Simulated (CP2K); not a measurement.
Two runs for the C K edge of 4-aminopyridine. Run A: CP2K XAS_TDP, all-electron GAPW, PBEh(45%), aug-cc-pVDZ, TDA, no relativity. Run B differs in one setting.

First lines with a strength over 0.0015. A:

```
                              atom  energy (eV)  states  strength, one atom
          C2 (bonded to 2 C and N)       282.58       1              0.0642
                                         285.82       1              0.0017
                                         286.70       1              0.0044
                                         287.42       1              0.0034
                                         288.22       1              0.0026
 C3 (bonded to 2 C and H), 2 alike       281.68       1              0.0446
                                         283.98       1              0.0112
                                         284.74       1              0.0036
                                         285.68       1              0.0039
                                         285.88       1              0.0046
C4 (bonded to C, N and H), 2 alike       281.76       1              0.0582
                                         285.10       1              0.0101
                                         285.68       1              0.0023
                                         286.55       1              0.0027
                                         286.80       1              0.0030
```

B:

```
                              atom  energy (eV)  states  strength, one atom
          C2 (bonded to 2 C and N)       282.77       1              0.0645
                                         286.07       1              0.0018
                                         286.95       1              0.0046
                                         287.68       1              0.0034
                                         288.46       1              0.0026
 C3 (bonded to 2 C and H), 2 alike       281.85       1              0.0450
                                         284.22       1              0.0117
                                         284.96       1              0.0036
                                         285.91       1              0.0039
                                         286.10       1              0.0044
C4 (bonded to C, N and H), 2 alike       282.02       1              0.0584
                                         285.38       1              0.0102
                                         285.95       1              0.0024
                                         286.83       1              0.0027
                                         287.07       1              0.0029
```

Q: Which was it: scalar relativity switched on, GW2X switched on, the basis, the functional?

Scalar relativity switched on. Relativity shifts all lines of an element by nearly the same amount and keeps their strengths. Against PBEh(45%) in aug-cc-pVDZ, the leading lines move by +0.19 eV (C2, to 282.77), +0.17 eV (C3, to 281.85) and +0.26 eV (C4, to 282.02). The next line of C2 over the strength cut lies 3.30 eV higher, against 3.24.

[Banner, clock and machine lines of the logs are left out without a mark of their own.]

[Logs are printed without paths, hosts, clocks, repeated set-up lines and the standing remarks that a program may print on its own settings, such as how far it seeks lower states.]

[Hosts, paths, dates, database ids (printed as entryN), source tags and the programs' standing remarks are cut or masked in the printed files.]
